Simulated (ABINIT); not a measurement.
## SiC (F-43m): a self-consistent loop beyond G0W0, cycle by cycle

How far does self-consistency move the gap of SiC (F-43m)?

Method: LDA and many-body steps on it, plane waves, in ABINIT 10.8.3.

**Experimental background.**

- Gap 2.39 eV: band gap at cryogenic temperature; bulk crystal (literature value) (quoted in “Silicon carbide diodes for neutron detection”, 2020, arxiv:2009.14696).

- Gap 2.4 eV: Tauc optical (indirect) gap of annealed polycrystalline 3C-SiC; UV-VIS spectroscopic ellipsometry, Tauc analysis; film (CVD ultrathin polycrystalline film, annealed, about 5 nm grains) (“On-Demand CMOS-Compatible Fabrication of Ultrathin Self-Aligned SiC Nanowire Arrays”, 2018, pmc:6267454).

This is a report of a sequence of runs, with most program output left out.

## (1) The starting structure

The structure is cubic, space group F-43m (No. 216). Conventional cell: a = 4.358 Å, b = 4.358 Å, c = 4.358 Å, α = 90.00°, β = 90.00°, γ = 90.00°. Si has 4 C at 1.89 Å nearest. C has 4 Si at 1.89 Å nearest. Farther neighbours are not listed.

The cell and positions come from the Crystallography Open Database and are kept as given unless a step says otherwise.

## (2) Empty states on the mesh, 6×6×6 mesh, 89 bands

This step: ABINIT 10.8.3; DFT, LDA, plane waves, norm-conserving pseudopotentials.

The sums over transitions need many empty states on a uniform mesh; this step solves for them.

File run.abi:

```
acell 3*1.0 Angstrom
rprim 
  -0.000000000000 2.179000000000 2.179000000000
  2.179000000000 -0.000000000000 2.179000000000
  2.179000000000 2.179000000000 -0.000000000000
ntypat 2
znucl 14 6
natom 2
typat 1 2
xred 
  0.000000000000 0.000000000000 0.000000000000
  0.250000000000 0.250000000000 0.250000000000
pp_dirpath "pseudos"
pseudos "Si.upf, C.upf"
ecut 37
ngkpt 6 6 6
nshiftk 1
shiftk 0 0 0
kptopt 1
chksymbreak 0
irdden 1
istwfk *1
nband 89
prtvol 0
optdriver 6
gwr_task "HDIAGO"
paral_kgb 0
occopt 1
indata_prefix "in"
outdata_prefix "out"
tmpdata_prefix "tmp"
```

Started as:

```
$ OMP_NUM_THREADS=1 mpirun -n 4 abinit run.abi > log
```

Run time: 11 s. Hardware: 4 MPI ranks of Arm Neoverse V2, shared host; peak memory 0.75 GiB.

This step gave:

```
gap                                                           : 1.327 eV
k of the valence top                                          : 0, 0, 0
k of the conduction bottom                                    : 0.5, 0.5, 0
least direct gap                                              : 4.526 eV
k points computed                                             : 16
lowest point of the top converged band, above the valence top : 121.6825 eV
```

On this mesh the gap is 1.327 eV.

The density comes from a self-consistent run that is not shown.

## (3) Screening, 6×6×6 mesh, 81 bands, screening to 264 eV

The RPA dielectric matrix is built and inverted for each q.

This step: RPA screening on LDA, plane waves, norm-conserving pseudopotentials.

run.abi, as its differences from that of step 2:

```diff
@@ -20,10 +20,11 @@
 chksymbreak 0
-irdden 1
 istwfk *1
-nband 89
-prtvol 0
-optdriver 6
-gwr_task "HDIAGO"
-paral_kgb 0
 occopt 1
+irdwfk 1
+optdriver 3
+nband 81
+ecuteps 9.7
+inclvkb 2
+awtr 1
+symchi 1
 indata_prefix "in"
```

Run time: 27 s. Hardware: 4 MPI ranks; peak memory 0.67 GiB; 1.8 min of CPU time.

Numbers from this step:

- ε∞ with local fields, on this mesh, along the program's q direction: 7.192
- the same without local fields: 7.857
- plasma frequency: 23.09 eV
- plane waves in the screening matrix: 181

Local fields lower ε∞ by 8 %.

## (4) G0W0

The self-energy is evaluated for the states that the input lists, and the levels follow from it, in one-shot runs by the linearised quasiparticle equation.

This step: G0W0 on LDA, plane waves, norm-conserving pseudopotentials.

run.abi, as its differences from that of step 3:

```diff
@@ -23,8 +23,19 @@
 irdwfk 1
-optdriver 3
+optdriver 4
 nband 81
+gwcalctyp 0
+ecutsigx 37
+symsigma 1
+nkptgw 3
+kptgw 
+  0.0000000000 0.0000000000 0.0000000000
+  0.5000000000 0.5000000000 0.0000000000
+  0.5000000000 0.0000000000 0.0000000000
+bdgw 
+  2 8
+  3 6
+  3 7
 ecuteps 9.7
-inclvkb 2
-awtr 1
-symchi 1
+irdscr 1
+ppmodel 1
 indata_prefix "in"
```

It took 13 s on 4 MPI ranks; peak memory 0.76 GiB.

Numbers from this step:

```
G0W0 gap on the points computed              : 2.208 eV
starting gap on the mesh                     : 1.327 eV
k of the valence top                         : 0, 0, 0
k of the conduction bottom                   : 0.5, 0.5, 0
Z at the valence top                         : 0.791
Z at the conduction bottom                   : 0.819
least direct G0W0 gap on the computed points : 5.674 eV
```

The gap on the mesh goes from 1.33 eV to 2.21 eV, a correction of +0.88 eV.

## (5) QSGW, cycle 1

This step: QSGW on LDA, plane waves, norm-conserving pseudopotentials.

run.abi, as its differences from that of step 4:

```diff
@@ -25,14 +25,40 @@
 nband 81
-gwcalctyp 0
+gwcalctyp 28
 ecutsigx 37
-symsigma 1
-nkptgw 3
+symsigma 0
+nkptgw 16
 kptgw 
   0.0000000000 0.0000000000 0.0000000000
+  0.1666666667 0.0000000000 0.0000000000
+  0.3333333333 0.0000000000 0.0000000000
+  0.5000000000 0.0000000000 0.0000000000
+  0.1666666667 0.1666666667 0.0000000000
+  0.3333333333 0.1666666667 0.0000000000
+  0.5000000000 0.1666666667 0.0000000000
+  -0.3333333333 0.1666666667 0.0000000000
+  -0.1666666667 0.1666666667 0.0000000000
+  0.3333333333 0.3333333333 0.0000000000
+  0.5000000000 0.3333333333 0.0000000000
+  -0.3333333333 0.3333333333 0.0000000000
   0.5000000000 0.5000000000 0.0000000000
-  0.5000000000 0.0000000000 0.0000000000
+  0.5000000000 0.3333333333 0.1666666667
+  -0.3333333333 0.3333333333 0.1666666667
+  -0.3333333333 0.5000000000 0.1666666667
 bdgw 
-  2 8
-  3 6
-  3 7
+  1 14
+  1 14
+  1 14
+  1 14
+  1 14
+  1 14
+  1 14
+  1 14
+  1 14
+  1 14
+  1 14
+  1 14
+  1 14
+  1 14
+  1 14
+  1 14
 ecuteps 9.7
@@ -40,2 +66,3 @@
 ppmodel 1
+rhoqpmix 0.3
 indata_prefix "in"
```

The job ended after 7.9 min (4 MPI ranks; peak memory 1 GiB; 32 min of CPU time).

This step gave:

```yaml
quasiparticle_gap_on_the_mesh: 2.435 eV
gap_of_the_density_functional_on_the_mesh: 1.327 eV
k_of_the_valence_top: 0, 0, 0
k_of_the_conduction_bottom: 0.5, 0.5, 0
z_at_the_valence_top: 1
z_at_the_conduction_bottom: 1
least_direct_quasiparticle_gap_on_the_computed_points: 5.984 eV
```

Against G0W0 in ABINIT (6×6×6 mesh, 81 bands, screening to 264 eV, Godby-Needs plasmon pole), the gap moves by +0.227 eV.

## (6) Screening, 6×6×6 mesh, 81 bands, screening to 264 eV

This step: RPA screening on LDA, plane waves, norm-conserving pseudopotentials.

File run.abi:

```
acell 3*1.0 Angstrom
rprim 
  -0.000000000000 2.179000000000 2.179000000000
  2.179000000000 -0.000000000000 2.179000000000
  2.179000000000 2.179000000000 -0.000000000000
ntypat 2
znucl 14 6
natom 2
typat 1 2
xred 
  0.000000000000 0.000000000000 0.000000000000
  0.250000000000 0.250000000000 0.250000000000
pp_dirpath "pseudos"
pseudos "Si.upf, C.upf"
ecut 37
ngkpt 6 6 6
nshiftk 1
shiftk 0 0 0
kptopt 1
chksymbreak 0
istwfk *1
occopt 1
irdwfk 1
optdriver 3
nband 81
ecuteps 9.7
inclvkb 2
awtr 1
symchi 1
gwcalctyp 28
mbpt_sciss 1.441 eV
nqptdm 1
qptdm 
  0 0 0
indata_prefix "in"
outdata_prefix "out"
tmpdata_prefix "tmp"
```

Elapsed: 2.7 s, on 4 MPI ranks; peak memory 0.17 GiB; 10 s of CPU time.

Numbers from this step:

| Item | Value |
| --- | --- |
| ε∞ with local fields, on this mesh, along the program's q direction | 6.203 |
| the same without local fields | 6.706 |
| plasma frequency | 23.09 eV |
| plane waves in the screening matrix | 181 |

This screening uses the functional's bands under a rigid shift, the mean opening of the cycle before.

## (7) Screening, 6×6×6 mesh, 81 bands, screening to 264 eV

This step: RPA screening on LDA from quasiparticle energies and orbitals, plane waves, norm-conserving pseudopotentials.

run.abi, as its differences from that of step 6:

```diff
@@ -29,7 +29,21 @@
 symchi 1
+irdqps 1
 gwcalctyp 28
-mbpt_sciss 1.441 eV
-nqptdm 1
+nqptdm 15
 qptdm 
-  0 0 0
+  0.1666666667 0.0000000000 0.0000000000
+  0.3333333333 0.0000000000 0.0000000000
+  0.5000000000 0.0000000000 0.0000000000
+  0.1666666667 0.1666666667 0.0000000000
+  0.3333333333 0.1666666667 0.0000000000
+  0.5000000000 0.1666666667 0.0000000000
+  -0.3333333333 0.1666666667 0.0000000000
+  -0.1666666667 0.1666666667 0.0000000000
+  0.3333333333 0.3333333333 0.0000000000
+  0.5000000000 0.3333333333 0.0000000000
+  -0.3333333333 0.3333333333 0.0000000000
+  0.5000000000 0.5000000000 0.0000000000
+  0.5000000000 0.3333333333 0.1666666667
+  -0.3333333333 0.3333333333 0.1666666667
+  -0.3333333333 0.5000000000 0.1666666667
 indata_prefix "in"
```

File mrgscr.stdin:

```
2
merged
q0_SCR
out_SCR
1
```

Started as:

```
$ OMP_NUM_THREADS=1 mpirun -n 4 abinit run.abi > log; mrgscr < mrgscr.stdin
```

Run time: 27 s. Hardware: 4 MPI ranks; peak memory 0.65 GiB.

This step gave:

- plasma frequency: 23.09 eV
- plane waves in the screening matrix: 181

This screening reads the quasiparticle levels of the cycle before.

## (8) QSGW, cycle 2

The corrected levels of the last cycle go back in.

This step: QSGW on LDA, plane waves, norm-conserving pseudopotentials.

run.abi, as its differences from that of step 7:

```diff
@@ -23,12 +23,10 @@
 irdwfk 1
-optdriver 3
+optdriver 4
 nband 81
-ecuteps 9.7
-inclvkb 2
-awtr 1
-symchi 1
-irdqps 1
 gwcalctyp 28
-nqptdm 15
-qptdm 
+ecutsigx 37
+symsigma 0
+nkptgw 16
+kptgw 
+  0.0000000000 0.0000000000 0.0000000000
   0.1666666667 0.0000000000 0.0000000000
@@ -48,2 +46,24 @@
   -0.3333333333 0.5000000000 0.1666666667
+bdgw 
+  1 14
+  1 14
+  1 14
+  1 14
+  1 14
+  1 14
+  1 14
+  1 14
+  1 14
+  1 14
+  1 14
+  1 14
+  1 14
+  1 14
+  1 14
+  1 14
+ecuteps 9.7
+irdscr 1
+ppmodel 1
+irdqps 1
+rhoqpmix 0.3
 indata_prefix "in"
```

Started as:

```
$ OMP_NUM_THREADS=1 mpirun -n 4 abinit run.abi > log
```

Run time: 7.9 min. Hardware: 4 MPI ranks; peak memory 1 GiB.

This step gave:

| Item | Value |
| --- | --- |
| quasiparticle gap on the mesh | 2.580 eV |
| gap of the density functional on the mesh | 1.327 eV |
| k of the valence top | 0, 0, 0 |
| k of the conduction bottom | 0.5, 0.5, 0 |
| least direct quasiparticle gap on the computed points | 6.152 eV |

Against the cycle before, the gap moves by +0.145 eV.

## (9) Screening, 6×6×6 mesh, 81 bands, screening to 264 eV

This step: RPA screening on LDA, plane waves, norm-conserving pseudopotentials.

File run.abi:

```
acell 3*1.0 Angstrom
rprim 
  -0.000000000000 2.179000000000 2.179000000000
  2.179000000000 -0.000000000000 2.179000000000
  2.179000000000 2.179000000000 -0.000000000000
ntypat 2
znucl 14 6
natom 2
typat 1 2
xred 
  0.000000000000 0.000000000000 0.000000000000
  0.250000000000 0.250000000000 0.250000000000
pp_dirpath "pseudos"
pseudos "Si.upf, C.upf"
ecut 37
ngkpt 6 6 6
nshiftk 1
shiftk 0 0 0
kptopt 1
chksymbreak 0
istwfk *1
occopt 1
irdwfk 1
optdriver 3
nband 81
ecuteps 9.7
inclvkb 2
awtr 1
symchi 1
gwcalctyp 28
mbpt_sciss 1.608 eV
nqptdm 1
qptdm 
  0 0 0
indata_prefix "in"
outdata_prefix "out"
tmpdata_prefix "tmp"
```

The job ended after 2.7 s (4 MPI ranks; peak memory 0.17 GiB).

This step gave:

```yaml
eps_infinity_with_local_fields_on_this_mesh_along_the_program_s_q_direction: 6.109
the_same_without_local_fields: 6.598
plasma_frequency: 23.09 eV
plane_waves_in_the_screening_matrix: 181
```

This screening uses the functional's bands under a rigid shift, the mean opening of the cycle before.

## (10) Screening, 6×6×6 mesh, 81 bands, screening to 264 eV

This step: RPA screening on LDA from quasiparticle energies and orbitals, plane waves, norm-conserving pseudopotentials.

run.abi, as its differences from that of step 9:

```diff
@@ -29,7 +29,21 @@
 symchi 1
+irdqps 1
 gwcalctyp 28
-mbpt_sciss 1.608 eV
-nqptdm 1
+nqptdm 15
 qptdm 
-  0 0 0
+  0.1666666667 0.0000000000 0.0000000000
+  0.3333333333 0.0000000000 0.0000000000
+  0.5000000000 0.0000000000 0.0000000000
+  0.1666666667 0.1666666667 0.0000000000
+  0.3333333333 0.1666666667 0.0000000000
+  0.5000000000 0.1666666667 0.0000000000
+  -0.3333333333 0.1666666667 0.0000000000
+  -0.1666666667 0.1666666667 0.0000000000
+  0.3333333333 0.3333333333 0.0000000000
+  0.5000000000 0.3333333333 0.0000000000
+  -0.3333333333 0.3333333333 0.0000000000
+  0.5000000000 0.5000000000 0.0000000000
+  0.5000000000 0.3333333333 0.1666666667
+  -0.3333333333 0.3333333333 0.1666666667
+  -0.3333333333 0.5000000000 0.1666666667
 indata_prefix "in"
```

mrgscr.stdin is that of step 7.

Started as:

```
$ OMP_NUM_THREADS=1 mpirun -n 4 abinit run.abi > log; mrgscr < mrgscr.stdin
```

It took 26 s on 4 MPI ranks; peak memory 0.65 GiB; 1.8 min of CPU time.

Numbers from this step:

| Quantity | Value |
| --- | --- |
| plasma frequency | 23.09 eV |
| plane waves in the screening matrix | 181 |

This screening reads the quasiparticle levels of the cycle before.

## (11) QSGW, cycle 3

This step: QSGW on LDA, plane waves, norm-conserving pseudopotentials.

run.abi, as its differences from that of step 10:

```diff
@@ -23,12 +23,10 @@
 irdwfk 1
-optdriver 3
+optdriver 4
 nband 81
-ecuteps 9.7
-inclvkb 2
-awtr 1
-symchi 1
-irdqps 1
 gwcalctyp 28
-nqptdm 15
-qptdm 
+ecutsigx 37
+symsigma 0
+nkptgw 16
+kptgw 
+  0.0000000000 0.0000000000 0.0000000000
   0.1666666667 0.0000000000 0.0000000000
@@ -48,2 +46,24 @@
   -0.3333333333 0.5000000000 0.1666666667
+bdgw 
+  1 14
+  1 14
+  1 14
+  1 14
+  1 14
+  1 14
+  1 14
+  1 14
+  1 14
+  1 14
+  1 14
+  1 14
+  1 14
+  1 14
+  1 14
+  1 14
+ecuteps 9.7
+irdscr 1
+ppmodel 1
+irdqps 1
+rhoqpmix 0.3
 indata_prefix "in"
```

Started as:

```
$ OMP_NUM_THREADS=1 mpirun -n 4 abinit run.abi > log
```

It took 7.9 min on 4 MPI ranks; peak memory 1 GiB.

Numbers from this step:

| Quantity | Value |
| --- | --- |
| quasiparticle gap on the mesh | 2.687 eV |
| gap of the density functional on the mesh | 1.327 eV |
| k of the valence top | 0, 0, 0 |
| k of the conduction bottom | 0.5, 0.5, 0 |
| least direct quasiparticle gap on the computed points | 6.246 eV |

Against the cycle before, the gap moves by +0.107 eV.

## (12) Screening, 6×6×6 mesh, 81 bands, screening to 264 eV

This step: RPA screening on LDA, plane waves, norm-conserving pseudopotentials.

File run.abi:

```
acell 3*1.0 Angstrom
rprim 
  -0.000000000000 2.179000000000 2.179000000000
  2.179000000000 -0.000000000000 2.179000000000
  2.179000000000 2.179000000000 -0.000000000000
ntypat 2
znucl 14 6
natom 2
typat 1 2
xred 
  0.000000000000 0.000000000000 0.000000000000
  0.250000000000 0.250000000000 0.250000000000
pp_dirpath "pseudos"
pseudos "Si.upf, C.upf"
ecut 37
ngkpt 6 6 6
nshiftk 1
shiftk 0 0 0
kptopt 1
chksymbreak 0
istwfk *1
occopt 1
irdwfk 1
optdriver 3
nband 81
ecuteps 9.7
inclvkb 2
awtr 1
symchi 1
gwcalctyp 28
mbpt_sciss 1.701 eV
nqptdm 1
qptdm 
  0 0 0
indata_prefix "in"
outdata_prefix "out"
tmpdata_prefix "tmp"
```

The job ended after 2.7 s (4 MPI ranks; peak memory 0.17 GiB).

Numbers from this step:

```
ε∞ with local fields, on this mesh, along the program's q direction : 6.059
the same without local fields                                       : 6.540
plasma frequency                                                    : 23.09 eV
plane waves in the screening matrix                                 : 181
```

This screening uses the functional's bands under a rigid shift, the mean opening of the cycle before.

## (13) Screening, 6×6×6 mesh, 81 bands, screening to 264 eV

This step: RPA screening on LDA from quasiparticle energies and orbitals, plane waves, norm-conserving pseudopotentials.

run.abi, as its differences from that of step 12:

```diff
@@ -29,7 +29,21 @@
 symchi 1
+irdqps 1
 gwcalctyp 28
-mbpt_sciss 1.701 eV
-nqptdm 1
+nqptdm 15
 qptdm 
-  0 0 0
+  0.1666666667 0.0000000000 0.0000000000
+  0.3333333333 0.0000000000 0.0000000000
+  0.5000000000 0.0000000000 0.0000000000
+  0.1666666667 0.1666666667 0.0000000000
+  0.3333333333 0.1666666667 0.0000000000
+  0.5000000000 0.1666666667 0.0000000000
+  -0.3333333333 0.1666666667 0.0000000000
+  -0.1666666667 0.1666666667 0.0000000000
+  0.3333333333 0.3333333333 0.0000000000
+  0.5000000000 0.3333333333 0.0000000000
+  -0.3333333333 0.3333333333 0.0000000000
+  0.5000000000 0.5000000000 0.0000000000
+  0.5000000000 0.3333333333 0.1666666667
+  -0.3333333333 0.3333333333 0.1666666667
+  -0.3333333333 0.5000000000 0.1666666667
 indata_prefix "in"
```

mrgscr.stdin is that of step 10.

Started as:

```
$ OMP_NUM_THREADS=1 mpirun -n 4 abinit run.abi > log; mrgscr < mrgscr.stdin
```

Run time: 26 s. Hardware: 4 MPI ranks; peak memory 0.65 GiB; 1.8 min of CPU time.

Numbers from this step:

| Property | Result |
| --- | --- |
| plasma frequency | 23.09 eV |
| plane waves in the screening matrix | 181 |

This screening reads the quasiparticle levels of the cycle before.

(Continued in part 2 of 2.)

[Paths, hosts, dates, memory and timing lines, banners, echoed tables and standing remarks are left out of the program output.]

[Logs are printed without paths, hosts, clocks, repeated set-up lines and the standing remarks that a program may print on its own settings, such as how far it seeks lower states.]

[Runs of the session that timed out or met a known fault of the program may be left out.]

[Hosts, paths, dates, database ids (printed as entryN), source tags and the programs' standing remarks are cut or masked in the printed files.]

[G0W0 gaps are taken among the corrected bands and points alone; a level outside them can change the order at an edge.]

[Where Ansatz stands beside ABINIT at settings called matched, ABINIT's density can come from a denser mesh and the files from another edition; pairs whose starting gaps differed by over 0.03 eV were left out, so agreement reads better than it is.]
